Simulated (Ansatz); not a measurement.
# Work function of Pb(111): what the settings cost and change, part 2 of 2

Aim: the work function of Pb(111) against thickness and vacuum, with the cost.

Ansatz 0.2.0; plane-wave DFT, PBE, Ansatz PAW.

So far, work function, upper face (eV): step 2 (slab, setting 1 layer) 4.04; step 4 (slab, 3 atoms) 3.95; step 5 (slab, 4 atoms) 3.72; step 6 (run, 5 atoms) 3.70; step 7 (slab, 6 atoms) 3.74.

## Step 8: Run, 8 atoms

System of this step: Pb(111). The cell holds 8 atoms: 8 Pb. Cell: a = 3.500 Å, b = 3.500 Å, c = 38.005 Å, α = 90.0°, β = 90.0°, γ = 60.0°. Vacuum lies along c.

Contents of input.yaml:

```yaml
crystal:
  lattice:
    - [3.5001785669, 0.0, 0.0]
    - [1.7500892834, 3.0312435567, 0.0]
    - [0.0, 0.0, 38.0051868274]
  atoms:
    - { symbol: Pb, position: [0.6666666667, 0.6666666667, 0.2368097818] }
    - { symbol: Pb, position: [0.0, 0.0, 0.312006987] }
    - { symbol: Pb, position: [0.3333333333, 0.3333333333, 0.3872041922] }
    - { symbol: Pb, position: [0.6666666667, 0.6666666667, 0.4624013974] }
    - { symbol: Pb, position: [0.0, 0.0, 0.5375986026] }
    - { symbol: Pb, position: [0.3333333333, 0.3333333333, 0.6127958078] }
    - { symbol: Pb, position: [0.6666666667, 0.6666666667, 0.687993013] }
    - { symbol: Pb, position: [0.0, 0.0, 0.7631902182] }
kpoints:
  mp_grid: { grid: [13, 13, 1] }
hamiltonian:
  xc: pbe
scf:
  occupations: { method: fermi_dirac, width: 0.1 }
  convergence: { dr2_threshold: 1.0e-09 }
efield:
  axis: 3
  dipole_correction: true
  ramp_position: 0.97
  ramp_width: 0.06
output:
  write_potential: true
  write_density: true
  volumetric_format: npy
```

On the command line:

```sh
$ ansatz run input.yaml --threads 2 --pin off --max-ram 3072MiB --backend cpu --events-out ev --progress --plain --runs-dir out
```

Numbers of over 12 decimals in the logs are rounded to 6 here.

The program printed:

```text
[...]
Crystal: 8 atoms, lattice volume = 403.231 Å³
Basis set: ecut = 420 eV, 7873 PW (Γ)
Bands: 68, of which v1, the nominal top of the filled ones, is band 56 counted from 1 (55 counted from 0)
Symmetry: 6 space group operations
k-points: 21 of 169 (time reversal used)
[...]
k-point 0: bands = [... 52 lower, 5.9443, 7.3832, 8.3518, 8.8981, 9.1315, 10.1107, 10.3907, 10.7070, ... 8 higher]
  k-point 1: bands = [... 52 lower, 6.0066, 7.4305, 8.4216, 8.9627, 9.1918, 9.5286, 9.7139, 10.0084, ... 8 higher]
  k-point 2: bands = [... 52 lower, 6.1084, 7.3074, 7.5327, 7.7911, 8.1313, 8.2332, 8.7471, 8.7869, ... 8 higher]
  k-point 20: bands = [... 52 lower, 3.0296, 3.1410, 3.2172, 3.3902, 3.6974, 3.9157, 4.1200, 4.3842, ... 8 higher]
[key lines of the parts left out:]
SCF converged after 8 iterations
Free energy (F): -95250.951392 eV
Fermi energy:    5.131600 eV
Dipole field:    D = 0.000002 V/Å  (p = 0.000004 e·Å, saw-weighted, corrected)
Work function:   Φ+ = 3.7738 eV   Φ− = 3.7738 eV
```

It took 44 s on 2 threads of Intel Xeon 6975P-C (Granite Rapids), shared host; peak memory 1.1 GiB; 81 s of CPU time.

The work function is 3.774 eV, +0.033 eV from the run “6 layers”, at 1.5 times its CPU time.

## Step 9: Slab, 10 atoms

System of this step: Pb(111). The cell holds 10 atoms: 10 Pb. Cell: a = 3.500 Å, b = 3.500 Å, c = 43.721 Å, α = 90.0°, β = 90.0°, γ = 60.0°. Vacuum lies along c.

input.yaml, the sections that differ from step 8:

```yaml
crystal:
  lattice:
    - [3.5001785669, 0.0, 0.0]
    - [1.7500892834, 3.0312435567, 0.0]
    - [0.0, 0.0, 43.7209544924]
  atoms:
    - { symbol: Pb, position: [0.0, 0.0, 0.2058509496] }
    - { symbol: Pb, position: [0.3333333333, 0.3333333333, 0.2712174053] }
    - { symbol: Pb, position: [0.6666666667, 0.6666666667, 0.3365838609] }
    - { symbol: Pb, position: [0.0, 0.0, 0.4019503165] }
    - { symbol: Pb, position: [0.3333333333, 0.3333333333, 0.4673167722] }
    - { symbol: Pb, position: [0.6666666667, 0.6666666667, 0.5326832278] }
    - { symbol: Pb, position: [0.0, 0.0, 0.5980496835] }
    - { symbol: Pb, position: [0.3333333333, 0.3333333333, 0.6634161391] }
    - { symbol: Pb, position: [0.6666666667, 0.6666666667, 0.7287825947] }
    - { symbol: Pb, position: [0.0, 0.0, 0.7941490504] }
# kpoints, hamiltonian, scf, efield, output: as in step 8
```

The program printed:

```text
[...]
Crystal: 10 atoms, lattice volume = 463.875 Å³
Basis set: ecut = 420 eV, 9045 PW (Γ)
Bands: 84, of which v1, the nominal top of the filled ones, is band 70 counted from 1 (69 counted from 0)
Symmetry: 6 space group operations
k-points: 21 of 169 (time reversal used)
[...]
k-point 1: bands = [... 66 lower, 7.9627, 8.9830, 9.4447, 10.0201, 10.2025, 10.2835, 10.4025, 10.5975, ... 10 higher]
  k-point 2: bands = [... 66 lower, 7.8774, 8.2817, 8.4314, 8.6555, 8.7312, 9.0740, 9.3363, 9.4943, ... 10 higher]
  k-point 20: bands = [... 66 lower, 3.7704, 3.9871, 4.0066, 4.1920, 4.3737, 4.6137, 4.8225, 4.9593, ... 10 higher]
[key lines of the parts left out:]
SCF converged after 9 iterations
Free energy (F): -119063.762639 eV
Fermi energy:    5.901417 eV
Dipole field:    D = -0.000000 V/Å  (p = -0.000000 e·Å, saw-weighted, corrected)
Work function:   Φ+ = 3.7679 eV   Φ− = 3.7679 eV
```

Run time: 70 s. Hardware: 2 threads; peak memory 1.4 GiB; 2.2 min of CPU time.

The work function is 3.768 eV, -0.006 eV from the run “8 layers”, at 1.6 times its CPU time.

## Step 10: Run, 13 atoms

System of this step: Pb(111). The cell holds 13 atoms: 13 Pb. Its edges and angles: a = 3.500 Å, b = 3.500 Å, c = 52.295 Å, α = 90.0°, β = 90.0°, γ = 60.0°. Vacuum lies along c.

input.yaml, the sections that differ from step 9:

```yaml
crystal:
  lattice:
    - [3.5001785669, 0.0, 0.0]
    - [1.7500892834, 3.0312435567, 0.0]
    - [0.0, 0.0, 52.2946059899]
  atoms:
    - { symbol: Pb, position: [0.0, 0.0, 0.1721018799] }
    - { symbol: Pb, position: [0.3333333333, 0.3333333333, 0.2267515666] }
    - { symbol: Pb, position: [0.6666666667, 0.6666666667, 0.2814012533] }
    - { symbol: Pb, position: [0.0, 0.0, 0.33605094] }
    - { symbol: Pb, position: [0.3333333333, 0.3333333333, 0.3907006266] }
    - { symbol: Pb, position: [0.6666666667, 0.6666666667, 0.4453503133] }
    - { symbol: Pb, position: [0.0, 0.0, 0.5] }
    - { symbol: Pb, position: [0.3333333333, 0.3333333333, 0.5546496867] }
    - { symbol: Pb, position: [0.6666666667, 0.6666666667, 0.6092993734] }
    - { symbol: Pb, position: [0.0, 0.0, 0.66394906] }
    - { symbol: Pb, position: [0.3333333333, 0.3333333333, 0.7185987467] }
    - { symbol: Pb, position: [0.6666666667, 0.6666666667, 0.7732484334] }
    - { symbol: Pb, position: [0.0, 0.0, 0.8278981201] }
# kpoints, hamiltonian, scf, efield, output: as in step 9
```

The program printed:

```text
[...]
Crystal: 13 atoms, lattice volume = 554.840 Å³
Basis set: ecut = 420 eV, 10801 PW (Γ)
Bands: 110, of which v1, the nominal top of the filled ones, is band 91 counted from 1 (90 counted from 0)
Symmetry: 6 space group operations
k-points: 21 of 169 (time reversal used)
[...]
k-point 1: bands = [... 87 lower, 9.8286, 10.3569, 10.5440, 11.1172, 11.1859, 11.2761, 11.3104, 11.3815, ... 15 higher]
  k-point 2: bands = [... 87 lower, 9.1090, 9.2059, 9.3608, 9.4717, 9.6360, 9.8528, 10.0374, 10.2558, ... 15 higher]
  k-point 20: bands = [... 87 lower, 4.7286, 4.8262, 4.9451, 4.9737, 5.2496, 5.2992, 5.5939, 5.6356, ... 15 higher]
[key lines of the parts left out:]
SCF converged after 8 iterations
Free energy (F): -154783.004222 eV
Fermi energy:    6.761413 eV
Dipole field:    D = 0.000001 V/Å  (p = 0.000002 e·Å, saw-weighted, corrected)
Work function:   Φ+ = 3.7198 eV   Φ− = 3.7198 eV
```

It took 1.8 min on 2 threads; peak memory 1.9 GiB; 3.5 min of CPU time.

The work function is 3.720 eV, -0.048 eV from the run “10 layers”, at 1.6 times its CPU time.

## Step 11: Slab, 7 atoms

System of this step: Pb(111). The cell holds 7 atoms: 7 Pb. Cell: a = 3.500 Å, b = 3.500 Å, c = 27.147 Å, α = 90.0°, β = 90.0°, γ = 60.0°. Vacuum lies along c.

input.yaml, the sections that differ from step 10:

```yaml
crystal:
  lattice:
    - [3.5001785669, 0.0, 0.0]
    - [1.7500892834, 3.0312435567, 0.0]
    - [0.0, 0.0, 27.1473029949]
  atoms:
    - { symbol: Pb, position: [0.0, 0.0, 0.1841803586] }
    - { symbol: Pb, position: [0.3333333333, 0.3333333333, 0.2894535724] }
    - { symbol: Pb, position: [0.6666666667, 0.6666666667, 0.3947267862] }
    - { symbol: Pb, position: [0.0, 0.0, 0.5] }
    - { symbol: Pb, position: [0.3333333333, 0.3333333333, 0.6052732138] }
    - { symbol: Pb, position: [0.6666666667, 0.6666666667, 0.7105464276] }
    - { symbol: Pb, position: [0.0, 0.0, 0.8158196414] }
# kpoints, hamiltonian, scf, efield, output: as in step 10
```

The program printed:

```text
[...]
Crystal: 7 atoms, lattice volume = 288.030 Å³
Basis set: ecut = 420 eV, 5605 PW (Γ)
Bands: 59, of which v1, the nominal top of the filled ones, is band 49 counted from 1 (48 counted from 0)
Symmetry: 6 space group operations
k-points: 21 of 169 (time reversal used)
[...]
k-point 1: bands = [... 45 lower, 7.2102, 8.8715, 9.9650, 11.3978, 11.5684, 11.6228, 11.8131, 12.1954, ... 6 higher]
  k-point 2: bands = [... 45 lower, 7.3828, 8.8671, 9.5817, 9.8406, 9.9598, 10.4369, 10.5508, 11.1290, ... 6 higher]
  k-point 20: bands = [... 45 lower, 4.8793, 5.0985, 5.2695, 5.5442, 5.5917, 6.1388, 6.1504, 6.5088, ... 6 higher]
[key lines of the parts left out:]
SCF converged after 9 iterations
Free energy (F): -83344.520399 eV
Fermi energy:    7.166109 eV
Dipole field:    D = 0.000000 V/Å  (p = 0.000000 e·Å, saw-weighted, corrected)
Work function:   Φ+ = 3.6653 eV (in doubt: plateau slope 8.4e-2 eV/Å)   Φ− = 3.6695 eV (in doubt: plateau slope 6.1e-2 eV/Å)
```

Run time: 31 s. Hardware: 2 threads; peak memory 0.74 GiB.

The work function is 3.665 eV. The program marks this work function as in doubt.

## Step 12: Run, 7 atoms

The cell differs from the one that the last finished run ended in (c 27.147 → 31.147 Å).

input.yaml, the sections that differ from step 11:

```yaml
crystal:
  lattice:
    - [3.5001785669, 0.0, 0.0]
    - [1.7500892834, 3.0312435567, 0.0]
    - [0.0, 0.0, 31.1473029949]
  atoms:
    - { symbol: Pb, position: [0.0, 0.0, 0.2247385593] }
    - { symbol: Pb, position: [0.3333333333, 0.3333333333, 0.3164923728] }
    - { symbol: Pb, position: [0.6666666667, 0.6666666667, 0.4082461864] }
    - { symbol: Pb, position: [0.0, 0.0, 0.5] }
    - { symbol: Pb, position: [0.3333333333, 0.3333333333, 0.5917538136] }
    - { symbol: Pb, position: [0.6666666667, 0.6666666667, 0.6835076272] }
    - { symbol: Pb, position: [0.0, 0.0, 0.7752614407] }
# kpoints, hamiltonian, scf, efield, output: as in step 11
```

The program printed:

```text
[...]
Crystal: 7 atoms, lattice volume = 330.470 Å³
Basis set: ecut = 420 eV, 6423 PW (Γ)
Bands: 59, of which v1, the nominal top of the filled ones, is band 49 counted from 1 (48 counted from 0)
Symmetry: 6 space group operations
k-points: 21 of 169 (time reversal used)
[...]
k-point 0: bands = [... 45 lower, 5.7519, 7.3924, 8.6559, 9.5179, 9.6893, 11.2829, 11.3582, 11.3582, ... 6 higher]
  k-point 1: bands = [... 45 lower, 5.8250, 7.4465, 8.7220, 9.5816, 9.7315, 10.1818, 10.4196, 10.7853, ... 6 higher]
  k-point 2: bands = [... 45 lower, 5.9966, 7.4562, 8.1902, 8.4709, 8.5773, 9.0723, 9.2065, 9.7196, ... 6 higher]
  k-point 20: bands = [... 45 lower, 3.4878, 3.7070, 3.8781, 4.1527, 4.2002, 4.7474, 4.7590, 5.1173, ... 6 higher]
[key lines of the parts left out:]
SCF converged after 9 iterations
Free energy (F): -83344.520300 eV
Fermi energy:    5.775245 eV
Dipole field:    D = -0.000000 V/Å  (p = -0.000000 e·Å, saw-weighted, corrected)
Work function:   Φ+ = 3.6750 eV   Φ− = 3.6751 eV
```

The job ended after 36 s (2 threads; peak memory 0.81 GiB).

The work function is 3.675 eV, +0.010 eV from the run “7 layers, 10 Å of vacuum”, at 1.2 times its CPU time.

## Step 13: Run, 7 atoms (run 2)

The cell differs from the one that the last finished run ended in (c 31.147 → 43.147 Å).

input.yaml, the sections that differ from step 12:

```yaml
crystal:
  lattice:
    - [3.5001785669, 0.0, 0.0]
    - [1.7500892834, 3.0312435567, 0.0]
    - [0.0, 0.0, 43.1473029949]
  atoms:
    - { symbol: Pb, position: [0.0, 0.0, 0.3012934552] }
    - { symbol: Pb, position: [0.3333333333, 0.3333333333, 0.3675289701] }
    - { symbol: Pb, position: [0.6666666667, 0.6666666667, 0.4337644851] }
    - { symbol: Pb, position: [0.0, 0.0, 0.5] }
    - { symbol: Pb, position: [0.3333333333, 0.3333333333, 0.5662355149] }
    - { symbol: Pb, position: [0.6666666667, 0.6666666667, 0.6324710299] }
    - { symbol: Pb, position: [0.0, 0.0, 0.6987065448] }
# kpoints, hamiltonian, scf, efield, output: as in step 12
```

The program printed:

```text
[...]
Crystal: 7 atoms, lattice volume = 457.788 Å³
Basis set: ecut = 420 eV, 8899 PW (Γ)
Bands: 59, of which v1, the nominal top of the filled ones, is band 49 counted from 1 (48 counted from 0)
Symmetry: 6 space group operations
k-points: 21 of 169 (time reversal used)
[...]
k-point 0: bands = [... 45 lower, 3.1239, 4.7618, 6.0792, 6.6214, 6.8006, 7.3069, 7.3551, 8.2025, ... 6 higher]
  k-point 1: bands = [... 45 lower, 3.1969, 4.8162, 6.1407, 6.7010, 6.8886, 7.3558, 7.4357, 7.5543, ... 6 higher]
  k-point 2: bands = [... 45 lower, 3.3686, 4.8270, 5.5620, 5.8445, 5.9504, 6.4491, 6.6075, 7.0045, ... 6 higher]
  k-point 20: bands = [... 45 lower, 0.8596, 1.0788, 1.2499, 1.5245, 1.5720, 2.1192, 2.1308, 2.4891, ... 6 higher]
[key lines of the parts left out:]
SCF converged after 9 iterations
Free energy (F): -83344.520286 eV
Fermi energy:    3.147050 eV
Dipole field:    D = 0.000000 V/Å  (p = 0.000000 e·Å, saw-weighted, corrected)
Work function:   Φ+ = 3.6749 eV   Φ− = 3.6749 eV
```

It took 42 s on 2 threads; peak memory 1 GiB.

The work function is 3.675 eV, -0.000 eV from the run “7 layers, 14 Å of vacuum”, at 1.2 times its CPU time.

## Step 14: Comparing the runs

Times are for 2 threads of Intel Xeon 6975P-C (Granite Rapids), shared host. The runs compared:

| no. | setting | work function, upper face (eV) | time | memory (GiB) |
| --- | --- | --- | --- | --- |
| 1 | 1 layer | 4.041 | 3 s | 0.47 |
| 2 | 2 layers | 3.486 | 7 s | 0.47 |
| 3 | 3 layers | 3.950 | 12 s | 0.52 |
| 4 | 4 layers | 3.722 | 16 s | 0.58 |
| 5 | 5 layers | 3.699 | 24 s | 0.68 |
| 6 | 6 layers | 3.741 | 30 s | 0.76 |
| 7 | 8 layers | 3.774 | 44 s | 1.1 |
| 8 | 10 layers | 3.768 | 70 s | 1.4 |
| 9 | 13 layers | 3.720 | 1.8 min | 1.9 |
| 10 | 7 layers, 10 Å of vacuum | 3.665 | 31 s | 0.74 |
| 11 | 7 layers, 14 Å of vacuum | 3.675 | 36 s | 0.81 |
| 12 | 7 layers, 26 Å of vacuum | 3.675 | 42 s | 1.0 |

## Step 15: The same run with other settings

System of this step: Pb(111) monolayer. The cell holds 1 atom: 1 Pb. Cell: a = 3.500 Å, b = 3.500 Å, c = 18.000 Å, α = 90.0°, β = 90.0°, γ = 60.0°. Vacuum lies along c.

An input spoilt on purpose, to show how the run answers: it repeats the earlier run “1 layer” with efield.axis from 3 to 0, and scf.max_iter set to 50; its output block differs too.

input.yaml, the sections that differ from step 13:

```yaml
crystal:
  lattice:
    - [3.5001785669, 0.0, 0.0]
    - [1.7500892834, 3.0312435567, 0.0]
    - [0.0, 0.0, 18.0]
  atoms:
    - { symbol: Pb, position: [0.6666666667, 0.6666666667, 0.5] }
scf:
  occupations: { method: fermi_dirac, width: 0.1 }
  convergence: { dr2_threshold: 1.0e-09 }
  max_iter: 50
efield:
  axis: 0
  dipole_correction: true
  ramp_position: 0.97
  ramp_width: 0.06
# kpoints, hamiltonian, output: as in step 13
```

The program printed:

```text
Error: invalid value for `efield.axis`: must be in [1, 3]; got 0
```

Run time: 0.03 s. Hardware: 2 threads; peak memory 0.07 GiB.

The input was rejected at the start.

The program's message: “Error: invalid value for `efield.axis`: must be in [1, 3]; got 0”

The fault put into the input: an axis of 0, outside the range 1 to 3.

## Step 16: Summary of results

```json
{
 "work function, 1 layer": "4.041 eV",
 "work function, 2 layers": "3.486 eV",
 "work function, 6 layers": "3.741 eV",
 "work function, 13 layers": "3.720 eV"
}
```

In words: The thickest slab gives 3.72 eV, and the settings tried spread the value from 3.49 to 4.04 eV. At 18 Å of vacuum, the slabs from 10 layers on stay within 0.05 eV of the thickest. Beyond two layers the value swings up and down with thickness, as is usual where quantum-well states cross the Fermi level; the levels were not examined here. Going from 10 to 26 Å of vacuum moves it by 0.010 eV. The program marks the value as in doubt in “7 layers, 10 Å of vacuum”. The ladder's slabs use the tabulated experimental lattice constant (two decimals; a low-temperature value for the alkali metals). In 1 run of the series (7 layers, 10 Å of vacuum) the program warns that electrons reach the sawtooth's ramp, which makes dipole and work function less sure.

[Logs are printed without paths, hosts, clocks, repeated set-up lines and the standing remarks that a program may print on its own settings, such as how far it seeks lower states.]

[Hosts, paths, dates, database ids (printed as entryN), source tags and the programs' standing remarks are cut or masked in the printed files.]

[Maps of the electrostatic potential energy from Ansatz leave out the sawtooth potential of an applied field or a dipole correction, so their vacuum need not be flat; planar profiles and work functions include it.]
